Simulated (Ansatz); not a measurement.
# Convergence of a linear-scaling basis for generalised stacking fault on (111) (shuffle set) of a GaAs-GaSb solid solution (48 atoms), part 3 of 3

Aim: test how closely localised support functions follow the reference on generalised stacking fault on (111) (shuffle set) of a GaAs-GaSb solid solution (48 atoms), and at what cost. A setting counts as converged where the r.m.s. difference of forces stays under 1 % of the r.m.s. force.

Ansatz 0.2.0; Kohn-Sham DFT, PBE, PAW (set soft_2), plane waves.

The cell: 24 Ga, 10 Sb and 14 As. The host structure and its lattice constant were typed by rule, without a check against the phase diagram. The levels lack spin–orbit coupling.

So far. Step 10 (Support functions medium, radius 5.9 Å): Forces differ from the reference by 0.19 meV/Å r.m.s., 0.037 % of their size, well within a tolerance of 1 %; the energy by -1.5 meV/atom. It took 2.9 min and 13 cycles; the reference's time can't be set against it, since the two runs asked for unlike analyses. The two runs also began from different starting densities, which bears on cycles and time.

**13. The reference in detail**

The comparisons rest on this run, so its electronic structure is set out here.

Length of the force by element:

| element | coordination | atoms | mean length of the force (eV/Å) | spread | least | most |
| --- | --- | --- | --- | --- | --- | --- |
| As | all | 14 | 0.261 | 0.142 | 0.0613 | 0.591 |
| Ga | all | 24 | 1.14 | 0.396 | 0.0443 | 1.66 |
| Sb | all | 10 | 0.359 | 0.219 | 0.153 | 0.920 |

Löwdin charges by element (they lack the spilled electrons, 0.021 e an atom on average):

| element | coordination | atoms | mean charge (e) | spread | least | most |
| --- | --- | --- | --- | --- | --- | --- |
| As | all | 14 | -0.0292 | 0.0066 | -0.0449 | -0.0222 |
| Ga | all | 24 | -0.102 | 0.0952 | -0.324 | 0.0569 |
| Sb | all | 10 | 0.388 | 0.0096 | 0.367 | 0.404 |

Charge against the make-up of the first shell:

| Sb neighbours of Ga | atoms | mean charge (e) |
| --- | --- | --- |
| 0 | 2 | 0.056 |
| 1 | 10 | -0.037 |
| 2 | 7 | -0.136 |
| 3 | 4 | -0.231 |
| 4 | 1 | -0.324 |

States in the cell by windows of 1 eV, zero at the Fermi level; the larger projections on atomic orbitals stand beside the total:

| from (eV) | to (eV) | total | Ga p | As p | Sb p | Ga s | As s | Ga d |
| --- | --- | --- | --- | --- | --- | --- | --- | --- |
| -18 | -16 | 0.0 | 0.0 | 0.0 | 0.0 | 0.0 | 0.0 | 0.0 |
| -16 | -15 | 172.0 | 0.1 | 0.2 | 0.3 | 0.0 | 0.5 | 170.4 |
| -15 | -14 | 68.0 | 0.0 | 0.1 | 0.0 | 0.0 | 0.1 | 67.8 |
| -14 | -13 | 0.0 | 0.0 | 0.0 | 0.0 | 0.0 | 0.0 | 0.0 |
| -13 | -12 | 1.6 | 0.1 | 0.0 | 0.0 | 0.5 | 0.6 | 0.0 |
| -12 | -11 | 13.7 | 2.5 | 0.3 | 0.3 | 2.9 | 6.1 | 0.2 |
| -11 | -10 | 23.4 | 5.1 | 0.3 | 0.3 | 2.7 | 10.2 | 0.5 |
| -10 | -9 | 9.3 | 2.4 | 0.1 | 0.1 | 0.8 | 1.0 | 0.2 |
| -9 | -8 | 0.0 | 0.0 | 0.0 | 0.0 | 0.0 | 0.0 | 0.0 |
| -8 | -7 | 1.2 | 0.0 | 0.2 | 0.3 | 0.6 | 0.0 | 0.0 |
| -7 | -6 | 25.6 | 2.0 | 5.4 | 5.0 | 11.8 | 0.8 | 0.1 |
| -6 | -5 | 11.3 | 1.2 | 2.7 | 1.8 | 4.0 | 0.8 | 0.1 |
| -5 | -4 | 6.4 | 0.9 | 1.5 | 1.2 | 1.7 | 0.4 | 0.0 |
| -4 | -3 | 28.3 | 9.9 | 9.3 | 6.4 | 1.6 | 0.5 | 0.1 |
| -3 | -2 | 32.9 | 11.3 | 13.0 | 7.2 | 0.8 | 0.2 | 0.1 |
| -2 | -1 | 30.7 | 9.3 | 12.9 | 7.6 | 0.4 | 0.1 | 0.1 |
| -1 | 0 | 7.4 | 1.6 | 3.4 | 2.2 | 0.1 | 0.1 | 0.1 |
| 0 | 1 | 4.1 | 1.0 | 0.5 | 0.4 | 1.3 | 0.5 | 0.0 |
| 1 | 2 | 24.5 | 7.6 | 4.0 | 2.9 | 5.4 | 1.7 | 0.0 |
| 2 | 3 | 25.4 | 7.5 | 4.9 | 3.2 | 5.0 | 1.3 | 0.0 |
| 3 | 4 | 27.3 | 14.7 | 3.8 | 2.3 | 1.6 | 0.7 | 0.0 |
| 4 | 5 | 35.3 | 16.2 | 5.6 | 3.8 | 2.0 | 0.5 | 0.0 |

The curve was stored every 0.10 eV, coarse against its broadening of 0.08 eV, so these counts are rough.

The stored curve holds about 432 of the 672 electrons; the rest, give or take the few that broadening carries across the Fermi level, lie in deeper levels below its range.

The levels nearest the highest filled one (over half full), pooled over k-points and spins:

| level less the highest filled one (eV) | occupation |
| --- | --- |
| -0.534 | 2 |
| -0.476 | 2 |
| -0.446 | 2 |
| -0.249 | 2 |
| -0.155 | 2 |
| 0 | 1.94 |
| 0.0675 | 0.056 |
| 0.440 | 0 |
| 0.569 | 0 |
| 0.74 | 0 |
| 0.834 | 0 |
| 0.846 | 0 |

Valence density in the ca plane at fractional y = 0.000, with atoms of Ga and As and Sb within 0.2 Å of it. It is the smooth field of the valence electrons, not physical close to the nuclei.

Values in e/Å³, 12 rows by 16 columns, each cell a mean:
```
 0  0  0  0  0  0  0  0  0  0  0  0  0  0  0  0
 0  0  0  0 10  1  1  1  0  0  0  0  0  0  0  0
 0  0  0  0 12  1  4  9  0  0  0  0  0  0  0  0
 0  0  0  0  0  0  1  4  0  0  0  0  0  0  1  0
 0  0  0  0  0  0  0  0  0  0  0  0  0  0 15  5
 0  0  0  0  0  0  0  0  0  0  0  0  0  0  2  1
 0  0  0  0  0  0  0  0  0  0  0  0  0  0  0  0
 0  0  0  0 10  1  1  1  0  0  0  0  0  0  0  0
 0  0  0  0 12  1  5 12  0  0  0  0  0  0  0  0
 0  0  0  0  0  0  1  4  0  0  0  0  0  0  1  0
 0  0  0  0  0  0  0  0  0  0  0  0  0  0 15  5
 0  0  0  0  0  0  0  0  0  0  0  0  0  0  2  1
```
Columns run along c (16.0 Å, from fractional 0.22 to 1.00 of the cell), rows up along a (8.3 Å). Atoms in or near the plane, at fractional coordinates: Ga at (0.94, 0.11), Ga at (0.94, 0.61), Ga at (0.44, 0.32), As at (0.56, 0.27), Ga at (0.44, 0.82), Sb at (0.56, 0.76).

Electrostatic potential energy in the ca plane at fractional y = 0.000, with atoms of Ga and As and Sb within 0.2 Å of it. With pseudopotentials it is smooth inside the atoms' cores, unlike the true potential.

Ten even steps from '0' (-17 eV) to '9' (12 eV), each cell a mean:
```
61000027999999999999998878899998888889998877
73000037999999999999997434689877788899998877
87310268999999999999985100268631257899999888
98766688999999999999984000046300004899999999
99988889999999999999985100036200001699999999
99998888999988899999987411257300001689999999
99998888999988888999988765688620002799999999
89988888999887778899887788899864236899999999
88656899999988888899876788999988778899999999
75333589999999888999877788999999888899998889
73698369999999999999987788999999888889987778
73799448999999999999998778899999988889987667
85377358999999999999987433689988888899987667
98533479999999999999984100268753468999998777
99877889999999999999984000047536636899999888
99998889999999999999985100047459964899999999
99998888999988899999997411268549963799999999
99998888999888888999998866688744534899999999
88888888999887778899988888999975457999999999
76445789999988778899988899999998888999999999
63000379999998888999988899999999888899999999
61000048999999999999998899999999887889998888
```
Columns run along c (16.0 Å, from fractional 0.00 to 0.78 of the cell; values clipped at the 3rd and 97th percentile), rows up along a (8.3 Å). Atoms in or near the plane, at fractional coordinates: As at (0.06, 0.47), Sb at (0.06, 0.97), Ga at (0.44, 0.32), As at (0.56, 0.27), Ga at (0.44, 0.82), Sb at (0.56, 0.76).

Mean Löwdin charges: As -0.03, Ga -0.10, Sb +0.39 e. Charges this small depend on the projection, at times even in sign. The charge on Ga changes by -0.096 e for each Sb neighbour that takes the place of another kind, on average. Just under the Fermi level the largest share is As p (46 % of the projected weight), just over it Ga s (35 % of the projected weight).

**14. Structure statistics**

Bonds and neighbours are counted at the geometry of the runs.

Density 5.46 g/cm³, 24.96 Å³ an atom.

g(r), total and by pair (bins of 0.2 Å):

| r (Å) | total | Ga-Ga | Ga-As | Ga-Sb | As-As | As-Sb | Sb-Sb |
| --- | --- | --- | --- | --- | --- | --- | --- |
| 2.50 | 5.95 | 0.00 | 12.00 | 11.80 | 0.00 | 0.00 | 0.00 |
| 2.70 | 0.24 | 0.00 | 0.41 | 0.57 | 0.00 | 0.00 | 0.00 |
| 2.90 | 0.00 | 0.00 | 0.00 | 0.00 | 0.00 | 0.00 | 0.00 |
| 3.10 | 0.00 | 0.00 | 0.00 | 0.00 | 0.00 | 0.00 | 0.00 |
| 3.30 | 0.00 | 0.00 | 0.00 | 0.00 | 0.00 | 0.00 | 0.00 |
| 3.50 | 0.00 | 0.00 | 0.00 | 0.00 | 0.00 | 0.00 | 0.00 |
| 3.70 | 0.00 | 0.00 | 0.00 | 0.00 | 0.00 | 0.00 | 0.00 |
| 3.90 | 0.23 | 0.45 | 0.00 | 0.00 | 0.00 | 0.70 | 0.65 |
| 4.10 | 6.55 | 13.15 | 0.00 | 0.00 | 13.70 | 13.20 | 11.75 |
| 4.30 | 0.11 | 0.00 | 0.16 | 0.22 | 0.00 | 0.00 | 0.54 |
| 4.50 | 0.38 | 0.32 | 0.34 | 0.57 | 0.24 | 0.17 | 0.93 |
| 4.70 | 0.02 | 0.00 | 0.00 | 0.09 | 0.00 | 0.00 | 0.00 |
| 4.90 | 4.51 | 0.00 | 9.30 | 8.61 | 0.00 | 0.00 | 0.00 |
| 5.10 | 0.19 | 0.00 | 0.27 | 0.52 | 0.00 | 0.00 | 0.00 |
| 5.30 | 0.11 | 0.23 | 0.00 | 0.00 | 0.00 | 0.35 | 0.33 |
| 5.50 | 0.06 | 0.00 | 0.10 | 0.13 | 0.00 | 0.00 | 0.00 |
| 5.70 | 0.00 | 0.00 | 0.00 | 0.00 | 0.00 | 0.00 | 0.00 |
| 5.90 | 1.59 | 3.10 | 0.04 | 0.17 | 3.13 | 3.39 | 2.23 |
| 6.10 | 0.09 | 0.00 | 0.22 | 0.10 | 0.00 | 0.00 | 0.00 |
| 6.30 | 2.69 | 0.16 | 5.20 | 5.25 | 0.00 | 0.25 | 0.23 |
| 6.50 | 0.16 | 0.15 | 0.17 | 0.14 | 0.11 | 0.08 | 0.44 |
| 6.70 | 0.14 | 0.11 | 0.19 | 0.09 | 0.00 | 0.22 | 0.21 |
| 6.90 | 0.19 | 0.38 | 0.03 | 0.13 | 0.20 | 0.35 | 0.00 |
| 7.10 | 4.13 | 7.97 | 0.14 | 0.28 | 8.55 | 8.03 | 7.59 |
| 7.30 | 0.26 | 0.40 | 0.19 | 0.19 | 0.36 | 0.19 | 0.35 |
| 7.50 | 1.54 | 0.18 | 2.92 | 2.84 | 0.00 | 0.36 | 0.34 |
| 7.70 | 1.00 | 0.11 | 1.98 | 1.78 | 0.00 | 0.17 | 0.16 |
| 7.90 | 0.22 | 0.21 | 0.20 | 0.25 | 0.23 | 0.22 | 0.15 |

Bonds by pair of elements; cutoffs follow the first minimum of g(r), held within bounds set by covalent radii, and pairs that aren't listed don't count as bonded:

| pair A-B | cutoff (Å) | bonds | mean length (Å) | spread (Å) | shortest (Å) | B about A | A about B |
| --- | --- | --- | --- | --- | --- | --- | --- |
| Ga-As | 2.98 | 56 | 2.53 | 0.021 | 2.50 | 2.33 | 4 |
| Ga-Sb | 3.05 | 40 | 2.54 | 0.024 | 2.50 | 1.67 | 4 |

How many atoms have how many bonded neighbours:

| element | mean | 4 |
| --- | --- | --- |
| As | 4 | 14 |
| Ga | 4 | 24 |
| Sb | 4 | 10 |

Rings of the network by King's shortest-path rule, up to 12 atoms, one path for each pair of neighbours; H, halogens, alkali and alkaline-earth atoms are left out, and the last column divides by all other atoms, bonded or not:

| ring size (atoms) | rings | per network atom |
| --- | --- | --- |
| 6 | 95 | 1.98 |

With the cutoffs above, all As atoms have 4, all Ga atoms have 4 and all Sb atoms have 4 bonded neighbours. All rings counted have 6 atoms.

Local excerpt of 8 atoms (numbers count through the whole input) about Ga3, picked at random; x, y, z are measured from there.

| atom | x | y | z | distance (Å) | bonds | Löwdin charge (e) | Fx | Fy | Fz (eV/Å) |
| --- | --- | --- | --- | --- | --- | --- | --- | --- | --- |
| Ga3 | 0.00 | 0.00 | 0.00 | 0.00 | 4 | -0.14 | -1.12 | 0.77 | 0.95 |
| Sb2 | 0.00 | -2.37 | -0.83 | 2.51 | 4 | 0.38 | 0.36 | 0.11 | -0.84 |
| As10 | -2.06 | 1.21 | -0.84 | 2.53 | 4 | -0.04 | 0.52 | 0.00 | -0.16 |
| As4 | -0.01 | 0.03 | 2.54 | 2.54 | 4 | -0.03 | 0.15 | 0.05 | -0.16 |
| Sb22 | 2.07 | 1.22 | -0.84 | 2.54 | 4 | 0.37 | 0.46 | -0.02 | -0.31 |
| Ga21 | -1.36 | 1.21 | -3.36 | 3.82 | 4 | -0.14 | -0.66 | -1.13 | 0.89 |
| Ga23 | 2.06 | -3.55 | 0.01 | 4.10 | 4 | -0.13 | 1.02 | 0.33 | 0.92 |
| Ga11 | -2.06 | -3.56 | 0.00 | 4.11 | 4 | -0.04 | -1.30 | -0.76 | 0.61 |

The column of bonds counts only the pairs Ga-As within 2.98 Å, Ga-Sb within 3.05 Å; other neighbours, such as metal atoms beside each other in a compound, aren't counted, and periodic images can show an atom twice.

**15. Summary of results**

```yaml
free_energy_per_atom: -4658.9834 eV/atom
density: 5.46 g/cm³
pressure: 3.461 GPa
r_m_s_force_component: 0.5145 eV/Å
wall_time_of_the_10_dft_runs: 16 min
```

What this shows: Against plane waves at 420 eV, the forces differ by 0.54 meV/Å (0.11 %) with support functions medium, and by 0.13 meV/Å in the closest run (support functions high). At 48 atoms the fastest of the runs at a preset level, support functions low, takes roughly 2.3 times the time of plane waves (whose run also made extra analyses, so the like-for-like ratio is larger), in 12 SCF cycles against 8. Differences between support functions and plane waves include what basis error the plane-wave run still has. As the radius goes from 4.24 to 5.9 Å, the force difference goes from 0.54 to 0.19 meV/Å (not steadily; the least is 0.19 at 5.9 Å), and the time from 68 s to 2.9 min.

Counting bands leaves a spacing of only 0.067 eV (on the run's k-points), which the smearing bridges: 2 levels are partly filled by over 2 %, so a gap, if any, is small at this level. With the cutoffs above, all As atoms have 4, all Ga atoms have 4 and all Sb atoms have 4 bonded neighbours.

What to keep in mind: The geometry was built by rule, was displaced at random and isn't relaxed at this level: its force components are 0.51 eV/Å r.m.s. The pressure of 3.5 GPa belongs to a cell and atoms that aren't relaxed at this level.

[Logs are printed without paths, hosts, clocks, repeated set-up lines and the standing remarks that a program may print on its own settings, such as how far it seeks lower states.]

[Hosts, paths, dates, database ids (printed as entryN), source tags and the programs' standing remarks are cut or masked in the printed files.]
